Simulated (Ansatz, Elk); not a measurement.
**How far do independent atoms describe ScTi3Sn2?**

The structure of ScTi3Sn2 used here is made up (a known structure type with other elements) and was relaxed beforehand with PBE. The aim is the Fourier transform of its all-electron density, F(hkl), set beside the sum over free spherical atoms that refinements use.

Calculated with Elk 11.2.3 (patched build); DFT, PBE, all-electron APW+lo, Dirac cores, scalar-relativistic bands, static density, no spin.

The structure was built from a prototype and need not be the compound's stable phase.

## 1. Set-up

Symmetry: P6/mmm, No. 191, hexagonal system. Conventional cell: a = 5.596 Å, b = 5.596 Å, c = 4.724 Å, α = 90.00°, β = 90.00°, γ = 120.00°. Nearest to Sn lie 6 Ti at 2.86 Å and 3 Sn at 3.23 Å and 3 Sc at 3.23 Å. Ti has 4 Ti at 2.80 Å and 4 Sn at 2.86 Å nearest. Nearest to Sc lie 6 Sn at 3.23 Å. Farther neighbours are not listed.

As a file:

```cif
data_structure
_symmetry_space_group_name_H-M 'P6/mmm'
_symmetry_Int_Tables_number 191
_cell_length_a 5.5955
_cell_length_b 5.5955
_cell_length_c 4.7239
_cell_angle_alpha 90.000
_cell_angle_beta 90.000
_cell_angle_gamma 120.000
_cell_volume 128.09
loop_
_atom_site_label
_atom_site_type_symbol
_atom_site_symmetry_multiplicity
_atom_site_Wyckoff_symbol
_atom_site_fract_x
_atom_site_fract_y
_atom_site_fract_z
_atom_site_occupancy
Sn1 Sn 2 c 0.66667 0.33333 0.00000 1
Ti1 Ti 3 g 0.00000 0.50000 0.50000 1
Sc1 Sc 1 a 0.00000 0.00000 0.00000 1
```

## 2. Ground state and structure factors

An all-electron density is needed, since X-rays see the cores too. Task 0 finds the density and task 195 Fourier-transforms it; tshift is off so that phases refer to the origin typed.

The input, elk.in:

```
tasks
  0
  195

xctype
  20

spinpol
  .false.

rgkmax
  7.0

gmaxvr
  14.0

lmaxo
  7

lmaxapw
  8

swidth
  0.002

tshift
  .false.

ramdisk
  .false.

hmaxvr
  5.5

maxscl
  120

epspot
  1e-06

sppath
  './'

avec
  10.57400212630 0.00000000000 0.00000000000
  -5.28700106315 9.15735446104 0.00000000000
  0.00000000000 0.00000000000 8.92687514315

atoms
  3
  'Sn.in'
  2
  0.6666666667 0.3333333333 0.0000000000   0.000000 0.000000 0.000000
  0.3333333333 0.6666666667 0.0000000000   0.000000 0.000000 0.000000
  'Ti.in'
  3
  -0.0000000000 0.5000000000 0.5000000000   0.000000 0.000000 0.000000
  0.5000000000 0.5000000000 0.5000000000   0.000000 0.000000 0.000000
  0.5000000000 0.0000000000 0.5000000000   0.000000 0.000000 0.000000
  'Sc.in'
  1
  0.0000000000 0.0000000000 0.0000000000   0.000000 0.000000 0.000000

ngridk
  5 5 5
```

On the command line:

```bash
$ OMP_NUM_THREADS=4 elk
```

Numbers of over 12 decimals in the logs are rounded to 6 here.

The log of the run:

```text
┌─────────────────────────┐
│ Elk code version 11.2.3 │
└─────────────────────────┘

All units are atomic (Hartree, Bohr, etc.)

┌─────────────────────────────────────────────────┐
│ Ground-state run starting from atomic densities │
└─────────────────────────────────────────────────┘

Lattice vectors :
   10.57400213       0.000000000       0.000000000
  -5.287001063       9.157354461       0.000000000
   0.000000000       0.000000000       8.926875143

Reciprocal lattice vectors :
  0.5942107096      0.3430677132      -0.000000000
   0.000000000      0.6861354263       0.000000000
   0.000000000      -0.000000000      0.7038504747

Unit cell volume      :    864.3882984
Brillouin zone volume :   0.2869661863

Muffin-tin inner radius fraction :   0.1000000000E-01

Nuclei treated as point charges

Species : 1 (Sn)
 parameters loaded from : Sn.in
 name : tin
 nuclear charge    :   -50.00000000
 electronic charge :    50.00000000
 atomic mass :    216395.0922
 muffin-tin radius :    2.600000000
 number of radial points in muffin-tin :   1193
 inner part over the whole radius :   0.9914297220E-02
 number on inner part of muffin-tin    :    850
 approximate nuclear radius :   0.8828114845E-04
 number of mesh points to nuclear radius :    428
 atomic positions (lattice), magnetic fields (Cartesian) :
  1 :  -0.33333333  0.33333333  0.00000000    0.00000000  0.00000000  0.00000000
  2 :   0.33333333 -0.33333333  0.00000000    0.00000000  0.00000000  0.00000000

Species : 2 (Ti)
 parameters loaded from : Ti.in
 name : titanium
 nuclear charge    :   -22.00000000
 electronic charge :    22.00000000
 atomic mass :    87256.20317
 muffin-tin radius :    2.400000000
 number of radial points in muffin-tin :    993
 inner part over the whole radius :   0.9985722337E-02
 number on inner part of muffin-tin    :    699
 approximate nuclear radius :   0.6805665174E-04
 number of mesh points to nuclear radius :    325
 atomic positions (lattice), magnetic fields (Cartesian) :
  1 :   0.00000000  0.50000000  0.50000000    0.00000000  0.00000000  0.00000000
  2 :   0.50000000  0.50000000  0.50000000    0.00000000  0.00000000  0.00000000
  3 :   0.50000000  0.00000000  0.50000000    0.00000000  0.00000000  0.00000000

Species : 3 (Sc)
 parameters loaded from : Sc.in
 name : scandium
 nuclear charge    :   -21.00000000
 electronic charge :    21.00000000
 atomic mass :    81949.61073
 muffin-tin radius :    2.400000000
 number of radial points in muffin-tin :    993
 inner part over the whole radius :   0.9898716403E-02
 number on inner part of muffin-tin    :    698
 approximate nuclear radius :   0.6711386133E-04
 number of mesh points to nuclear radius :    323
 atomic positions (lattice), magnetic fields (Cartesian) :
  1 :   0.00000000  0.00000000  0.00000000    0.00000000  0.00000000  0.00000000

Total number of atoms per unit cell :    6
Total muffin-tin volume :    378.8676964
 ratio of muffin-tin to unit cell volume :   0.4383072945

Spin treatment :
 spin-unpolarised

Number of Bravais lattice symmetries :   24
Number of crystal symmetries         :   24
Crystal has inversion symmetry
Real symmetric eigensolver will be used

k-point grid :      5     5     5
k-point offset :    0.000000000       0.000000000       0.000000000
k-point set is reduced with full crystal symmetry group
Total number of k-points :       15

Muffin-tin radius times maximum |G+k| :    7.000000000
 using average radius
Maximum |G+k| for APW functions       :    2.837837838
Maximum (1/2)|G+k|²                   :    4.026661797
Maximum |G| for potential and density :    14.00000000
Constant for pseudocharge density :    9
 order of it for each species :   16  16  16
 order of it for pair densities of each species (exact exchange by exxq0 0: 17) :   11   9   9
Radial integration step length :    1

G-vector grid sizes :     48    48    40
Number of G-vectors :    40029

Maximum angular momentum used for
 APW functions            :    8
 outer part of muffin-tin :    7
[...]
Madelung                    :     -18989.948266424
 xc potential                :     -653.74258528414
 exchange                    :     -487.15969142852
 correlation                 :     -9.190511
 electron entropic           :    -0.23160966350378E-02
 total energy                :     -15684.882644718

Density of states at Fermi energy :    173.3584059
 (states/Hartree/unit cell)

Estimated indirect band gap :   0.3387913674E-02
 from k-point 5 to k-point 2
Estimated direct band gap   :   0.5839330236E-02
 at k-point 2

Charges :
 core                        :    100.0000000
 valence                     :    87.00000000
 interstitial                :    10.11256201
 muffin-tins (core leakage)
  species : 1 (Sn)
[...]
species : 2 (Ti)
[...]
species : 3 (Sc)
[...]
total in muffin-tins        :    176.8874380
 total calculated charge     :    186.9993582
 total charge                :    187.0000000
 error                       :   0.6417790466E-03

RMS change in Kohn-Sham potential (target) :   0.2810657882     (  0.1000000000E-05)
Absolute change in total energy (target)   :   0.1246160707E-01 (  0.1000000000E-03)

[... loops 3 to 16 left out ...]

┌──────────────────┐
│ Loop number : 17 │
└──────────────────┘

Energies :
 Fermi                       :     0.254586
 sum of occupied eigenvalues :     -9401.4787290706
 electron kinetic            :      16366.769244465
 core electron kinetic       :      15630.990684562
 Coulomb                     :     -31554.159885153
 Coulomb potential           :     -25121.912622088
 nuclear-nuclear             :     -1680.7801139865
 electron-nuclear            :     -34667.654895003
 Hartree                     :      4794.2751238373
 Madelung                    :     -18993.203574108
 xc potential                :     -646.33535144684
 exchange                    :     -487.27400329386
 correlation                 :     -9.190125
 electron entropic           :    -0.33287311162349E-02
 total energy                :     -15683.858097229

Density of states at Fermi energy :    257.4325725
 (states/Hartree/unit cell)

Estimated indirect band gap :   0.9585630864E-03
 from k-point 2 to k-point 3
Estimated direct band gap   :   0.2483491415E-02
 at k-point 8

Charges :
 core                        :    100.0000000
 valence                     :    87.00000000
 interstitial                :    10.23099472
 muffin-tins (core leakage)
  species : 1 (Sn)
[...]
species : 2 (Ti)
[...]
species : 3 (Sc)
[...]
total in muffin-tins        :    176.7690053
 total calculated charge     :    186.9994856
 total charge                :    187.0000000
 error                       :   0.5144351366E-03

RMS change in Kohn-Sham potential (target) :   0.2613188191E-06 (  0.1000000000E-05)
Absolute change in total energy (target)   :   0.6717194628E-04 (  0.1000000000E-03)

Convergence targets achieved

┌──────────────────┐
│ Loop number : 18 │
└──────────────────┘

Energies :
 Fermi                       :     0.254586
 sum of occupied eigenvalues :     -9401.4787407812
 electron kinetic            :      16366.769233553
 core electron kinetic       :      15630.990677541
 Coulomb                     :     -31554.159891400
 Coulomb potential           :     -25121.912618528
 nuclear-nuclear             :     -1680.7801139865
 electron-nuclear            :     -34667.654911391
 Hartree                     :      4794.2751339773
 Madelung                    :     -18993.203582136
 xc potential                :     -646.33535580547
 exchange                    :     -487.27400403819
 correlation                 :     -9.190125
 electron entropic           :    -0.33287301051088E-02
 total energy                :     -15683.858115134

Density of states at Fermi energy :    257.4325263
 (states/Hartree/unit cell)

Estimated indirect band gap :   0.9585713324E-03
 from k-point 2 to k-point 3
Estimated direct band gap   :   0.2483468252E-02
 at k-point 8

Charges :
 core                        :    100.0000000
 valence                     :    87.00000000
 interstitial                :    10.23099400
 muffin-tins (core leakage)
  species : 1 (Sn)
[...]
species : 2 (Ti)
[...]
atom 2                    :    20.34450521     ( -0.2204254326E-06)
   atom 3                    :    20.34450521     ( -0.2204254326E-06)
  species : 3 (Sc)
   atom 1                    :    18.95992017     ( -0.2163749322E-06)
 total in muffin-tins        :    176.7690060
 total calculated charge     :    186.9994856
 total charge                :    187.0000000
 error                       :   0.5144352888E-03

┌──────────────────────────────┐
│ Self-consistent loop stopped │
└──────────────────────────────┘

Wrote STATE.OUT
```

It took 37 s on 4 threads of Arm Neoverse V2, shared host; peak memory 0.27 GiB.

SFACRHO.OUT:

```text

h k l indices transformed by vhmat matrix:
   1.000000000       0.000000000       0.000000000    
   0.000000000       1.000000000       0.000000000    
   0.000000000       0.000000000       1.000000000    

      h      k      l  multipl.   |H|            Re(F)            Im(F)           |F|

      0      0      0      1   0.0000000       187.00000      0.75805750E-16   187.00000    
      1      0      0      6  0.68613543      -47.477877     -0.45205727E-14   47.477877    
      0      0      1      2  0.70385047       52.118473      0.30837000E-13   52.118473    
      1      0      1     12  0.98294828      -8.9703629      0.71085732E-14   8.9703629    
     -1      2      0      6   1.1884214       82.364352      0.33955544E-14   82.364352    
      0     -2      0      6   1.3722709       21.934016      0.35376681E-13   21.934016    
     -2      1      1     12   1.3812136       109.85508      0.39400769E-13   109.85508    
      0      0     -2      2   1.4077009       140.56446      0.52313924E-13   140.56446    
     -2      2     -1     12   1.5422493      -69.119749     -0.41307524E-13   69.119749    
      0      1     -2     12   1.5660153      -38.944424      0.13329707E-13   38.944424    
     -3      2      0     12   1.8153437      -36.847931      0.28256773E-14   36.847931    
      1     -2      2     12   1.8422724       71.118483      0.57673369E-14   71.118483    
     -3      2     -1     24   1.9470178      -9.2041199     -0.53991256E-13   9.2041199    
     -2      2      2     12   1.9658966       17.501782     -0.70102227E-13   17.501782    
     -3      0      0      6   2.0584063       67.709450      0.92845797E-13   67.709450    
      0      0     -3      2   2.1115514       41.275803     -0.82945755E-13   41.275803    
      0     -3      1     12   2.1754176       91.159674      0.87475387E-13   91.159674    
      1      0     -3     12   2.2202322      -9.0104325      0.29720335E-13   9.0104325
```

Elk indexes on the primitive cell of elk.in and gives |H| = 4π sin θ/λ in inverse bohr. Below, one row stands for each form hkl of the conventional cell (m members, Friedel mates merged), F is for one primitive cell and the density is static (no thermal factor). Free-atom factors are Waasmaier and Kirfel's, and R is Σm||F|−|F'||/Σm|F|.

| hkl | m | sin θ/λ (Å⁻¹) | abs F, DFT | neutral atoms | diff. |
| --- | --- | --- | --- | --- | --- |
| 100 | 6 | 0.103 | 47.478 | 47.223 | +0.255 |
| 001 | 2 | 0.106 | 52.118 | 52.593 | -0.474 |
| 101 | 12 | 0.148 | 8.970 | 9.018 | -0.048 |
| 110 | 6 | 0.179 | 82.364 | 82.188 | +0.177 |
| 200 | 6 | 0.206 | 21.934 | 22.575 | -0.641 |
| 111 | 12 | 0.208 | 109.855 | 110.433 | -0.578 |
| 002 | 2 | 0.212 | 140.565 | 141.120 | -0.555 |
| 201 | 12 | 0.232 | 69.120 | 69.516 | -0.396 |
| 102 | 12 | 0.235 | 38.944 | 39.126 | -0.182 |
| 210 | 12 | 0.273 | 36.848 | 37.019 | -0.171 |
| 112 | 12 | 0.277 | 71.118 | 71.185 | -0.067 |
| 211 | 24 | 0.293 | 9.204 | 9.171 | +0.033 |
| 202 | 12 | 0.296 | 17.502 | 17.455 | +0.046 |
| 300 | 6 | 0.309 | 67.710 | 67.846 | -0.136 |

## 3. The highest occupied states alone

An energy window below the Fermi level keeps the highest occupied states, to see at which angles they scatter; shallow core shells can lie inside it and anion s states outside. No new self-consistency is needed.

Edit elk.in of step 2 so:

```diff
@@ -1,3 +1,2 @@
 tasks
-  0
   195
@@ -40,2 +39,5 @@
 
+wsfac
+  -0.296650 0.554590
+
 sppath
```

On the command line:

```bash
$ OMP_NUM_THREADS=4 elk
```

The log of the run:

```text
┌─────────────────────────────────┐
│ Elk code version 11.2.3 started │
└─────────────────────────────────┘

Info(readinput): the functional depends on the density's gradient
 muffin-tin radial points multiplied by    2.00000
 (not where nrmtscf is given)

┌────────────────────┐
│ Current task : 195 │
└────────────────────┘

Info(sfacrho): density structure factors written to SFACRHO.OUT

 Energy window :  -0.2966500000      0.5545900000

┌──────────────────┐
│ Elk code stopped │
└──────────────────┘
```

Run time: 17 s. Hardware: 4 threads; peak memory 0.16 GiB.

States within 15 eV below the Fermi level hold 23.00 electrons; any levels below the window count with the cores. Their amplitudes can exceed the total, where window and core parts have opposite phase:

| hkl | sin θ/λ (Å⁻¹) | abs F, window | abs F, all |
| --- | --- | --- | --- |
| 100 | 0.103 | 3.143 | 47.478 |
| 001 | 0.106 | 1.832 | 52.118 |
| 101 | 0.148 | 1.143 | 8.970 |
| 110 | 0.179 | 0.438 | 82.364 |
| 200 | 0.206 | 2.101 | 21.934 |
| 111 | 0.208 | 0.964 | 109.855 |
| 002 | 0.212 | 2.592 | 140.565 |
| 201 | 0.232 | 1.580 | 69.120 |
| 102 | 0.235 | 0.314 | 38.944 |
| 210 | 0.273 | 0.115 | 36.848 |

## 4. Another functional

The difference from free atoms is small, so it is set against the change that PBEsol makes.

Edit elk.in of step 3 so:

```diff
@@ -1,2 +1,3 @@
 tasks
+  0
   195
@@ -4,3 +5,3 @@
 xctype
-  20
+  22
 
@@ -39,5 +40,2 @@
 
-wsfac
-  -0.296650 0.554590
-
 sppath
```

On the command line:

```bash
$ OMP_NUM_THREADS=4 elk
```

The log of the run:

```text
┌─────────────────────────┐
│ Elk code version 11.2.3 │
└─────────────────────────┘

All units are atomic (Hartree, Bohr, etc.)

┌─────────────────────────────────────────────────┐
│ Ground-state run starting from atomic densities │
└─────────────────────────────────────────────────┘

Lattice vectors :
   10.57400213       0.000000000       0.000000000
  -5.287001063       9.157354461       0.000000000
   0.000000000       0.000000000       8.926875143

Reciprocal lattice vectors :
  0.5942107096      0.3430677132      -0.000000000
[...]
interstitial                :    10.22290720
 muffin-tins (core leakage)
  species : 1 (Sn)
[...]
species : 2 (Ti)
[...]
atom 3                    :    20.34426103     ( -0.2204162879E-06)
  species : 3 (Sc)
   atom 1                    :    18.95614287     ( -0.2163282495E-06)
 total in muffin-tins        :    176.7770928
 total calculated charge     :    186.9994861
 total charge                :    187.0000000
 error                       :   0.5139368526E-03

┌──────────────────────────────┐
│ Self-consistent loop stopped │
└──────────────────────────────┘

Wrote STATE.OUT
[key lines of the parts left out:]
total energy                :     -15674.654466864
```

Run time: 37 s. Hardware: 4 threads; peak memory 0.29 GiB; 90 s of CPU time.

Against the first run R = 0.01 %; the largest change is -0.043 at 220.

## 5. Basis size

The basis and the expansions that go with it are enlarged, to see whether the differences are converged.

Edit elk.in of step 4 so:

```diff
@@ -5,3 +5,3 @@
 xctype
-  22
+  20
 
@@ -11,12 +11,12 @@
 rgkmax
-  7.0
+  8.5
 
 gmaxvr
-  14.0
+  18.0
 
 lmaxo
-  7
+  9
 
 lmaxapw
-  8
+  10
```

On the command line:

```bash
$ OMP_NUM_THREADS=4 elk
```

The log of the run:

```text
┌─────────────────────────┐
│ Elk code version 11.2.3 │
└─────────────────────────┘

All units are atomic (Hartree, Bohr, etc.)

┌─────────────────────────────────────────────────┐
│ Ground-state run starting from atomic densities │
└─────────────────────────────────────────────────┘

Lattice vectors :
   10.57400213       0.000000000       0.000000000
  -5.287001063       9.157354461       0.000000000
   0.000000000       0.000000000       8.926875143

Reciprocal lattice vectors :
  0.5942107096      0.3430677132      -0.000000000
[...]
interstitial                :    10.18078798
 muffin-tins (core leakage)
  species : 1 (Sn)
[...]
species : 2 (Ti)
[...]
atom 3                    :    20.35536927     ( -0.2204247291E-06)
  species : 3 (Sc)
   atom 1                    :    18.96971008     ( -0.2163724577E-06)
 total in muffin-tins        :    176.8192120
 total calculated charge     :    186.9998428
 total charge                :    187.0000000
 error                       :   0.1571962354E-03

┌──────────────────────────────┐
│ Self-consistent loop stopped │
└──────────────────────────────┘

Wrote STATE.OUT
[key lines of the parts left out:]
total energy                :     -15683.886030586
```

Run time: 89 s. Hardware: 4 threads; peak memory 0.54 GiB.

Against the first run R = 0.01 %; the largest change is -0.018 at 222.

## 6. Settings against the effect

| run | R against the first run (%) | R against neutral atoms, low angle (%) | wall time |
| --- | --- | --- | --- |
| PBE, rgkmax 7 | 0.00 | 0.47 | 37 s |
| PBEsol | 0.01 | 0.49 | 37 s |
| rgkmax 8.5 with larger expansions | 0.01 | 0.47 | 89 s |

## 7. Outcome

```
R against neutral atoms, sin θ/λ < 0.3 Å⁻¹ : 0.47 %
R against neutral atoms, 0.3 to 0.82 Å⁻¹   : 0.18 %
```

Independent neutral atoms miss the calculated amplitudes by R = 0.47 % below 0.3 Å⁻¹ and 0.18 % from there to 0.82 Å⁻¹; by shells, 0.61 % below 0.15 Å⁻¹ (3 forms), 0.46 % 0.15 to 0.3 (10 forms), 0.13 % 0.3 to 0.45 (21 forms), 0.19 % above 0.45 (115 forms). Bonding, aspherical density and the tables' own atoms all enter these figures, and the runs don't part them. The largest change of an amplitude is -0.64 electrons, at 200. The window's part falls from 23.0 electrons at the origin to at most 0.42 between 0.45 and 0.82 Å⁻¹. Below 0.3 Å⁻¹ the changes that finished (PBEsol and rgkmax 8.5 with larger expansions) move F by R = 0.03 % at most, against the 0.47 % that separates it from free atoms. The k-mesh has no finished test. These runs have no spin, though d or f shells may be open. Part of the difference isn't bonding: the tables are fits to free atoms and ions calculated by other methods than this functional. Thermal motion, anomalous dispersion and extinction are left out.

[Logs are printed without paths, hosts, clocks, repeated set-up lines and the standing remarks that a program may print on its own settings, such as how far it seeks lower states.]

[Hosts, paths, dates, database ids (printed as entryN), source tags and the programs' standing remarks are cut or masked in the printed files.]
